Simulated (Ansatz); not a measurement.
# B on Pd(111): change of the work function, part 2 of 4

Wanted: Δφ(θ) for B/Pd(111), starting from the hcp site.

Ansatz 0.2.0; plane-wave DFT, PBEsol, Ansatz PAW (the session's first sound run).

So far, work function, upper face (eV): step 2 (the clean slab) 5.37.

## 3. Adsorbate added, k-mesh 6×6×1, coverage 0.25 ML

System of this step: BPd16 (B/Pd(111)). The cell holds 17 atoms: 16 Pd and 1 B. Its edges and angles: a = 5.501 Å, b = 5.501 Å, c = 26.256 Å, α = 90.0°, β = 90.0°, γ = 60.0°. Vacuum lies along c.

The clean slab as it ended is repeated in the plane and the adsorbate is set on one face; the cell's size fixes the coverage, and the k-mesh shrinks with it to keep the sampling density about even. Adsorbate and upper layers relax, since the dipole depends on the height.

The input, input.yaml:

```yaml
crystal:
  lattice:
    - [5.5012907577, 0.0, 0.0]
    - [2.7506453788, 4.7642575497, 0.0]
    - [0.0, 0.0, 26.2563219682]
  atoms:
    - { symbol: Pd, position: [0.0, 0.0, 0.3427745901] }
    - { symbol: Pd, position: [0.1666666667, 0.1666666667, 0.4283118009] }
    - { symbol: Pd, position: [0.3333333333, 0.3333333333, 0.5126551137] }
    - { symbol: Pd, position: [0.0, 0.0, 0.597600542] }
    - { symbol: Pd, position: [0.0, 0.5, 0.3427745901] }
    - { symbol: Pd, position: [0.1666666667, 0.6666666667, 0.4283118009] }
    - { symbol: Pd, position: [0.3333333333, 0.8333333333, 0.5126551137] }
    - { symbol: Pd, position: [0.0, 0.5, 0.597600542] }
    - { symbol: Pd, position: [0.5, 0.0, 0.3427745901] }
    - { symbol: Pd, position: [0.6666666667, 0.1666666667, 0.4283118009] }
    - { symbol: Pd, position: [0.8333333333, 0.3333333333, 0.5126551137] }
    - { symbol: Pd, position: [0.5, 0.0, 0.597600542] }
    - { symbol: Pd, position: [0.5, 0.5, 0.3427745901] }
    - { symbol: Pd, position: [0.6666666667, 0.6666666667, 0.4283118009] }
    - { symbol: Pd, position: [0.8333333333, 0.8333333333, 0.5126551137] }
    - { symbol: Pd, position: [0.5, 0.5, 0.597600542] }
    - { symbol: B, position: [0.3333333333, 0.3333333333, 0.6572254099] }
kpoints:
  mp_grid: { grid: [6, 6, 1] }
hamiltonian:
  xc: pbesol
scf:
  occupations: { method: fermi_dirac, width: 0.1 }
  convergence: { dr2_threshold: 1.0e-08 }
efield:
  axis: 3
  dipole_correction: true
  ramp_position: 0.97
  ramp_width: 0.06
relax:
  f_tol: 0.02
  max_steps: 60
  constraints: [{ sites: [0, 1, 4, 5, 8, 9, 12, 13] }]
output:
  bader: true
  dos: { projected: true, e_range: [-8, 4] }
  write_potential: true
  write_density: true
  volumetric_format: npy
  elf: true
```

Command:

```bash
$ ansatz run input.yaml --threads 8 --pin off --max-ram 12288MiB --backend cpu --events-out ev --progress --plain --runs-dir out
```

Numbers of over 12 decimals in the logs are rounded to 6 here.

The log of the run:

```text
[...]
Crystal: 17 atoms, lattice volume = 688.167 Å³
Basis set: ecut = 420 eV, 13389 PW (Γ), exchange–correlation on 80×80×360 points (8 copies of the dense FFT grid, shifted against one another)
Bands: 175, of which v1, the nominal top of the filled ones, is band 146 counted from 1 (145 counted from 0)
Symmetry: 6 space group operations
[...]
k-points: 7 of 36 (time reversal used)
[...]
SCF iter   1: F=—  HF=-110653.270690 eV  |F-HF|=—  |Δ(HF+E_count)|=         —  Δρ=1.27e-2  dr2=5.98e0  ethr=1.77e-3  p=-0.067 e·Å  D=-1.75e-2 V/Å  ΔV_dip=0.46 eV  dr2_dipole=4.42e-1  V_vac-E_F(+/−)=5.43/4.97 eV  ⟨swp⟩=7.0  Hψ=5304  notcnv=0  defer=71
[...]
SCF iter  14: F=-110653.033951 eV  HF=-110653.033951 eV  |F-HF|=1.24e-8  |Δ(HF+E_count)|=   9.12e-8  Δρ=6.30e-7  dr2=5.36e-9  ethr=3.44e-12  p=-0.020 e·Å  D=-5.25e-3 V/Å  ΔV_dip=0.14 eV  dr2_dipole=1.35e-11  V_vac-E_F(+/−)=5.50/5.36 eV  ⟨swp⟩=9.0  Hψ=7486  notcnv=0
SCF 1 converged in 14 iterations: F = -110653.033951 eV  dr2 = 5.36e-9
[...]
relax step   1: F+E_penalty+E_count = -110653.03395112 eV  Δ(F+E_penalty+E_count) = +0.000e0 eV  max|allowed force component| = 3.660e0 eV/Å  Δτ_max = 0.0000 Å  (14 SCF iters, accepted)
[...]
SCF iter  12: F=-110653.817073 eV  HF=-110653.817073 eV  |F-HF|=1.79e-8  |Δ(HF+E_count)|=   1.07e-8  Δρ=7.10e-7  dr2=7.02e-9  ethr=3.44e-12  p=-0.017 e·Å  D=-4.38e-3 V/Å  ΔV_dip=0.11 eV  dr2_dipole=2.55e-11  V_vac-E_F(+/−)=5.48/5.36 eV  ⟨swp⟩=15.0  Hψ=8821  notcnv=0
SCF 2 converged in 12 iterations: F = -110653.817073 eV  dr2 = 7.02e-9
relax step   2: F+E_penalty+E_count = -110653.81707260 eV  Δ(F+E_penalty+E_count) = -7.831e-1 eV  max|allowed force component| = 2.453e0 eV/Å  Δτ_max = 0.1949 Å  (12 SCF iters, accepted)
SCF iter   1: F=—  HF=-110654.171667 eV  |F-HF|=—  |Δ(HF+E_count)|=         —  Δρ=4.90e-3  dr2=2.17e-1  ethr=7.38e-4  p=-0.017 e·Å  D=-4.38e-3 V/Å  ΔV_dip=0.11 eV  dr2_dipole=1.05e-2  V_vac-E_F(+/−)=5.49/5.37 eV  ⟨swp⟩=4.7  Hψ=4103  notcnv=0  defer=95
[...]
SCF iter  13: F=-110654.120123 eV  HF=-110654.120123 eV  |F-HF|=1.44e-8  |Δ(HF+E_count)|=   1.58e-8  Δρ=3.96e-7  dr2=2.88e-9  ethr=3.44e-12  p=-0.015 e·Å  D=-3.81e-3 V/Å  ΔV_dip=0.10 eV  dr2_dipole=3.93e-11  V_vac-E_F(+/−)=5.46/5.36 eV  ⟨swp⟩=14.0  Hψ=8236  notcnv=0
SCF 3 converged in 13 iterations: F = -110654.120123 eV  dr2 = 2.88e-9
relax step   3: F+E_penalty+E_count = -110654.12012323 eV  Δ(F+E_penalty+E_count) = -3.031e-1 eV  max|allowed force component| = 6.263e-1 eV/Å  Δτ_max = 0.1949 Å  (13 SCF iters, accepted)
[...]
relax step   4: F+E_penalty+E_count = -110654.15505874 eV  Δ(F+E_penalty+E_count) = -3.494e-2 eV  max|allowed force component| = 1.725e-1 eV/Å  Δτ_max = 0.0869 Å  (11 SCF iters, accepted)
SCF iter   1: F=—  HF=-110654.157914 eV  |F-HF|=—  |Δ(HF+E_count)|=         —  Δρ=8.49e-4  dr2=4.78e-3  ethr=8.39e-6  p=-0.015 e·Å  D=-3.89e-3 V/Å  ΔV_dip=0.10 eV  dr2_dipole=6.46e-4  V_vac-E_F(+/−)=5.46/5.36 eV  ⟨swp⟩=3.0  Hψ=2526  notcnv=0  defer=91
[...]
SCF iter  10: F=-110654.157488 eV  HF=-110654.157488 eV  |F-HF|=9.43e-9  |Δ(HF+E_count)|=   2.41e-8  Δρ=3.42e-7  dr2=1.36e-9  ethr=3.44e-12  p=-0.015 e·Å  D=-3.85e-3 V/Å  ΔV_dip=0.10 eV  dr2_dipole=2.69e-12  V_vac-E_F(+/−)=5.46/5.36 eV  ⟨swp⟩=11.6  Hψ=7716  notcnv=0
SCF 5 converged in 10 iterations: F = -110654.157488 eV  dr2 = 1.36e-9
relax step   5: F+E_penalty+E_count = -110654.15748800 eV  Δ(F+E_penalty+E_count) = -2.429e-3 eV  max|allowed force component| = 7.496e-3 eV/Å  Δτ_max = 0.0105 Å  (10 SCF iters, accepted)
NSCF: frozen V_eff on 7 k-points
[...]
SCF converged after 10 iterations
Free energy (F): -110654.157488 eV
[...]
Internal energy: -110653.245768 eV  (E = F + TS)
E sigma→0 (E₀):  -110653.701628 eV
Entropy (-TS):   -0.911720 eV (-53.631 meV/atom)
Fermi energy:    3.362725 eV
Dipole field:    D = -0.003853 V/Å  (p = -0.014654 e·Å, saw-weighted, corrected)
Work function:   Φ+ = 5.4607 eV   Φ− = 5.3595 eV
[...]
--- Forces (eV/Å), atoms counted from 1 ---
  atom   1  Pd    -0.00000000    -0.00000000     0.09023485
  atom   2  Pd     0.01249169     0.00721208    -0.13789824
  atom   3  Pd     0.00000000     0.00000000     0.00624885
  atom   4  Pd     0.00000000     0.00000000     0.00749638
  atom   5  Pd    -0.01994079     0.01151282     0.06797706
  atom   6  Pd     0.00000000    -0.01442416    -0.13789824
  atom   7  Pd     0.00094219    -0.00054397     0.00126824
  atom   8  Pd     0.00362035    -0.00209021    -0.00221698
  atom   9  Pd     0.00000000    -0.02302564     0.06797706
  atom  10  Pd    -0.01249169     0.00721208    -0.13789824
  atom  11  Pd    -0.00000000     0.00108795     0.00126824
  atom  12  Pd    -0.00000000     0.00418042    -0.00221698
  atom  13  Pd     0.01994079     0.01151282     0.06797706
  atom  14  Pd    -0.00000000    -0.00000000     0.11341265
  atom  15  Pd    -0.00094219    -0.00054397     0.00126824
  atom  16  Pd    -0.00362035    -0.00209021    -0.00221698
  atom  17  B     -0.00000000    -0.00000000    -0.00479123
  max |Σ_I F_I| component: 8.25e-6 eV/Å
--- Band table (eV; the first three rows and the last of 7) ---
  k-point 0: bands = [... 142 lower, 3.5158, 3.5314, 3.5314, 3.7008, 3.7008, 3.7028, 4.1685, 4.4249, ... 25 higher]
  k-point 1: bands = [... 142 lower, 3.3042, 3.3760, 3.4401, 3.4885, 3.5133, 3.5223, 3.8146, 4.5697, ... 25 higher]
  k-point 2: bands = [... 142 lower, 3.1075, 3.2328, 3.2628, 3.2842, 3.3310, 3.4850, 3.5138, 4.1142, ... 25 higher]
  k-point 6: bands = [... 142 lower, 3.0866, 3.0894, 3.1216, 3.1278, 3.1377, 3.1613, 3.1763, 3.1843, ... 25 higher]
--- Relaxed structure (5 steps of the walk, 5 accepted, 0 SCFs on fresh bases) ---
  F+E_penalty+E_count = -110654.15748800 eV   max|allowed force component| = 7.496e-3 eV/Å
  atoms:
    - { symbol: Pd, position: [1.3061447348317427e-17, 1.3061447348317426e-17, 0.3427745901] }
    - { symbol: Pd, position: [0.166667, 0.166667, 0.428312] }
    - { symbol: Pd, position: [0.333333, 0.333333, 0.513025] }
    - { symbol: Pd, position: [1.3061447348317424e-17, 1.3061447348317845e-17, 0.597827] }
    - { symbol: Pd, position: [0.0, 0.5, 0.3427745901] }
    - { symbol: Pd, position: [0.166667, 0.666667, 0.428312] }
    - { symbol: Pd, position: [0.333229, 0.833385, 0.513357] }
    - { symbol: Pd, position: [-0.00947037, 0.504735, 0.600097] }
    - { symbol: Pd, position: [0.5, 1.3061447348317426e-17, 0.3427745901] }
    - { symbol: Pd, position: [0.666667, 0.166667, 0.428312] }
    - { symbol: Pd, position: [0.833385, 0.333229, 0.513357] }
    - { symbol: Pd, position: [0.504735, -0.00947037, 0.600097] }
    - { symbol: Pd, position: [0.5, 0.500000, 0.3427745901] }
    - { symbol: Pd, position: [0.666667, 0.666667, 0.428312] }
    - { symbol: Pd, position: [0.833385, 0.833385, 0.513357] }
    - { symbol: Pd, position: [0.504735, 0.504735, 0.600097] }
    - { symbol: B, position: [0.333333, 0.333333, 0.639369] }
--- Bader charges: 17 sites ---
  site symbol  charge [e]  shift [e]
     0     Pd     -0.0308     0.0000
     1     Pd      0.0293     0.0000
     2     Pd      0.0203     0.0000
     3     Pd     -0.0021     0.0001
     4     Pd     -0.0315     0.0000
     5     Pd      0.0293     0.0000
     6     Pd     -0.0073     0.0000
     7     Pd     -0.1873     0.0051
     8     Pd     -0.0315     0.0000
     9     Pd      0.0293     0.0000
    10     Pd     -0.0073     0.0000
    11     Pd     -0.1873     0.0051
    12     Pd     -0.0315     0.0000
    13     Pd      0.0309     0.0000
    14     Pd     -0.0073     0.0000
    15     Pd     -0.1873     0.0051
    16      B      0.5721     0.0152
  estimated error of the sums over rays = 4.3e-4 e
```

Wall time 80 s (8 threads of Intel Xeon Platinum 8559C (Emerald Rapids), shared host); peak memory 4.3 GiB; 9.6 min of CPU time.

The steps of the relaxation:

```
step  energy less that of the first step (eV)  largest force component (eV/Å)
   1                                   0.0000                          3.6599
   2                                  -0.7831                          2.4531
   3                                  -1.0862                          0.6263
   4                                  -1.1211                          0.1725
   5                                  -1.1235                          0.0075
```

The run keeps the 6 symmetry operations that it works with, so distortions that break them were not tested.

The atoms that moved most (Å):

```
atom      dx      dy      dz  length
 B17   0.000   0.000  -0.469   0.469
Pd12   0.000  -0.045   0.066   0.080
 Pd8  -0.039   0.023   0.066   0.080
Pd16   0.039   0.023   0.066   0.080
Pd11   0.000   0.000   0.018   0.018
 Pd7   0.000   0.000   0.018   0.018
Pd15   0.000   0.000   0.018   0.018
 Pd3   0.000   0.000   0.010   0.010
```

Final coordinates:

```cif
data_structure
_symmetry_space_group_name_H-M 'P 1'
_symmetry_Int_Tables_number 1
_cell_length_a 5.5013
_cell_length_b 5.5013
_cell_length_c 26.2563
_cell_angle_alpha 90.000
_cell_angle_beta 90.000
_cell_angle_gamma 60.000
_cell_volume 688.17
loop_
_atom_site_label
_atom_site_type_symbol
_atom_site_fract_x
_atom_site_fract_y
_atom_site_fract_z
_atom_site_occupancy
Pd1 Pd 0.00000 0.00000 0.34277 1
Pd2 Pd 0.16667 0.16667 0.42831 1
Pd3 Pd 0.33333 0.33333 0.51302 1
Pd4 Pd 0.00000 0.00000 0.59783 1
Pd5 Pd 0.00000 0.50000 0.34277 1
Pd6 Pd 0.16667 0.66667 0.42831 1
Pd7 Pd 0.33323 0.83339 0.51336 1
Pd8 Pd 0.99053 0.50474 0.60010 1
Pd9 Pd 0.50000 0.00000 0.34277 1
Pd10 Pd 0.66667 0.16667 0.42831 1
Pd11 Pd 0.83339 0.33323 0.51336 1
Pd12 Pd 0.50474 0.99053 0.60010 1
Pd13 Pd 0.50000 0.50000 0.34277 1
Pd14 Pd 0.66667 0.66667 0.42831 1
Pd15 Pd 0.83339 0.83339 0.51336 1
Pd16 Pd 0.50474 0.50474 0.60010 1
B17 B 0.33333 0.33333 0.63937 1
```

This step gave:

| Quantity | Value |
| --- | --- |
| energy at zero smearing | -110653.7016 eV |
| work function, upper face | 5.461 eV |
| work function, lower face | 5.360 eV |
| dipole along the normal | -0.01465 e·Å |
| step between the vacuum levels | 0.1012 eV |

Running mean over 2.246 Å of the planar mean; the ramp of the sawtooth is left out. Table of electron's electrostatic potential energy less the Fermi level by z:

```
z (Å)  electron's electrostatic potential energy less the Fermi level (eV)
    4                                                                 5.36
    5                                                                 5.36
    6                                                                 5.31
    7                                                                 4.53
    8                                                                -3.03
    9                                                                -8.18
   10                                                                -8.40
   11                                                                -8.50
   12                                                                -8.67
   13                                                                -8.63
   14                                                                -8.50
   15                                                                -8.58
   16                                                                -9.17
   17                                                                -1.86
   18                                                                 4.33
   19                                                                 5.39
   20                                                                 5.46
   21                                                                 5.46
   22                                                                 5.46
   23                                                                 5.46
```

The density of states has structure finer than the step of the table below, so its rows give means over 0.25 eV, whole bins alone (the curve runs from -8 to 1.98 eV). Peaks (eV: height): -3.820: 51.7, -3.730: 55.1, -2.650: 70.1, -2.320: 68.1, -1.860: 73.1, -1.620: 55.4, -0.240: 61.0.

Density of states against energy, zero at the Fermi level; means over each step:

```
energy (eV)  density of states (states/eV a cell)
      -7.75                                  4.89
      -7.50                                     0
      -7.25                                     0
      -7.00                                     0
      -6.75                                 0.120
      -6.50                                  1.01
      -6.25                                  1.11
      -6.00                                  1.30
      -5.75                                  1.64
      -5.50                                  4.30
      -5.25                                  10.5
      -5.00                                  18.2
      -4.75                                  27.9
      -4.50                                  34.1
      -4.25                                  27.4
      -4.00                                  23.8
      -3.75                                  27.0
      -3.50                                  27.4
      -3.25                                  26.0
      -3.00                                  28.2
      -2.75                                  40.2
      -2.50                                  33.9
      -2.25                                  40.1
      -2.00                                  30.4
      -1.75                                  34.9
      -1.50                                  31.0
      -1.25                                  26.1
      -1.00                                  36.4
      -0.75                                  29.7
      -0.50                                  29.4
      -0.25                                  42.5
       0.00                                  28.5
       0.25                                  10.4
       0.50                                  3.86
       0.75                                  5.46
       1.00                                  6.42
       1.25                                  5.15
       1.50                                  5.00
       1.75                                  5.69
```

Projected DOS per atom over height of the atomic layer and energy from the Fermi level. Layers: Pd4 Pd4 Pd4 Pd4 B from below.

Values in states/eV, 22 rows by 5 columns, each cell a mean:
```
0.04 0.03 0.06 0.15 1.02
0.07 0.06 0.07 0.12 0.74
0.10 0.10 0.13 0.15 0.73
0.30 0.22 0.23 0.19 0.41
2.13 2.38 2.08 0.96 0.42
2.15 1.90 1.80 1.50 0.44
2.53 1.64 1.73 2.01 0.39
2.07 1.35 1.77 1.59 0.43
2.23 1.36 1.36 1.89 0.54
2.62 2.01 1.98 2.01 0.46
2.19 2.49 2.40 2.37 0.37
1.19 1.39 1.56 1.76 0.39
1.57 1.39 1.39 1.63 0.51
1.46 2.07 1.47 1.52 0.53
0.86 2.36 2.39 1.74 0.72
0.24 0.94 1.18 1.12 0.62
0.02 0.09 0.15 0.32 0.37
0.01 0.01 0.01 0.04 0.05
0.00 0.00 0.00 0.02 0.01
0.00 0.00 0.00 0.00 0.00
0.00 0.00 0.00 0.00 0.00
0.00 0.00 0.01 0.27 1.85
```
Columns: height of the atomic layer (Å) from 9 to 16.8 (not evenly spaced); rows upwards: energy from the Fermi level (eV) from -7.96 to 1.95.

ELF in the ca plane at fractional y = 0.333, with atoms of Pd and B within 0.2 Å of it. It is the smooth field of the valence electrons, not physical close to the nuclei.

Ten even steps from '0' (0.00) to '9' (0.76), each cell a mean:
```
22322222222235664222332211000000000000000000
22222222222246556322222211000000000000000000
22222222222246456323222211000000000000000000
22222222222246665322222211000000000000000000
23332223332224543222333221100000000000000000
34543224553222222223443333210000000000000000
34543224553222222223444466542000000000000000
23332223332224553222345899864100000000000000
22222222222246665322357569985210000000000000
22222222222246456322364017996310000000000000
22222222222246566322356338986310000000000000
22322222332235664222246889975200000000000000
34442223443223332223444688753100000000000000
35543224553222222223553344421000000000000000
34442223443223332223443222110000000000000000
```
Columns run along c (16.0 Å, from fractional 0.32 to 0.92 of the cell), rows up along a (5.5 Å). Atoms in or near the plane, at fractional coordinates: Pd at (0.51, 0.33), Pd at (0.51, 0.83), B at (0.64, 0.33).

Electrostatic potential energy in the ca plane at fractional y = 0.333, with atoms of Pd and B within 0.2 Å of it. With pseudopotentials it is smooth inside the atoms' cores, unlike the true potential.

Values in eV, 8 rows by 16 columns, each cell a mean:
```
  4   4   5   3  -9 -35  -2   2   6   9   9   9   9   9   9   9
  6   6   6   5 -14 -40  -4   5   7   9   9   9   9   9   9   9
 -3  -1   0  -6   1 -11   3  -6   3   8   9   9   9   9   9   9
 -8  -5  -3 -10   4   0   4 -11   0   7   9   9   9   9   9   9
  4   4   5   3  -9 -35  -1   1 -23  -2   8   9   9   9   9   9
  6   6   6   5 -15 -40  -4   2 -33  -7   8   9   9   9   9   9
 -3  -1   0  -6   1 -11   3  -5  -3   5   8   9   9   9   9   9
 -8  -5  -3 -10   4   0   4 -12   1   8   9   9   9   9   9   9
```
Columns run along c (16.0 Å, from fractional 0.32 to 0.92 of the cell; values clipped at the 3rd and 97th percentile), rows up along a (5.5 Å). Atoms in or near the plane, at fractional coordinates: Pd at (0.51, 0.33), Pd at (0.51, 0.83), B at (0.64, 0.33).

Valence density in the ca plane at fractional y = 0.333, with atoms of Pd and B within 0.2 Å of it. It is the smooth field of the valence electrons, not physical close to the nuclei.

Ten steps, logarithmic in the rise over the least value, from '0' (0 e/Å³) to '9' (13 e/Å³), each cell a mean:
```
23332122332236775322332100000000000000000000
12221112222258997422221100000000000000000000
12221111222258997422221100000000000000000000
12222112222247886322222100000000000000000000
23432223443234554223443210000000000000000000
34553234553222322224554210000000000000000000
35553234553222322223554321000000000000000000
23432223432234553223444332100000000000000000
12222112222247986322234432100000000000000000
12221111222259997422233333100000000000000000
12221112222258997322234332100000000000000000
23332123332236775222333332100000000000000000
24543224543223432223444321000000000000000000
35653234653222222224554210000000000000000000
24543224543223432223553210000000000000000000
```
Columns run along c (16.0 Å, from fractional 0.32 to 0.92 of the cell), rows up along a (5.5 Å). Atoms in or near the plane, at fractional coordinates: Pd at (0.51, 0.33), Pd at (0.51, 0.83), B at (0.64, 0.33).

The relaxation took 5 steps and lowered the energy by 1.1 eV; the largest force on the free atoms ends at 0.0075 eV/Å.

By hand: a sheet of dipoles makes a step −p/(ε₀A) in the electron's potential. With e/ε₀ = 180.95 V·Å, p = -0.01465 e·Å and A = 26.21 Å², that is −180.95 × (-0.01465) / 26.21 = +0.101 eV, and the two vacuum levels of the run differ by +0.101 eV.

The covered face has 5.46 eV, +0.09 eV against the clean one; the bare back face has moved by -0.01 eV, a measure of how thin the slab is.

[end of part 2 of 4]

[Logs are printed without paths, hosts, clocks, repeated set-up lines and the standing remarks that a program may print on its own settings, such as how far it seeks lower states.]

[Hosts, paths, dates, database ids (printed as entryN), source tags and the programs' standing remarks are cut or masked in the printed files.]

[Maps of the electrostatic potential energy from Ansatz leave out the sawtooth potential of an applied field or a dipole correction, so their vacuum need not be flat; planar profiles and work functions include it.]
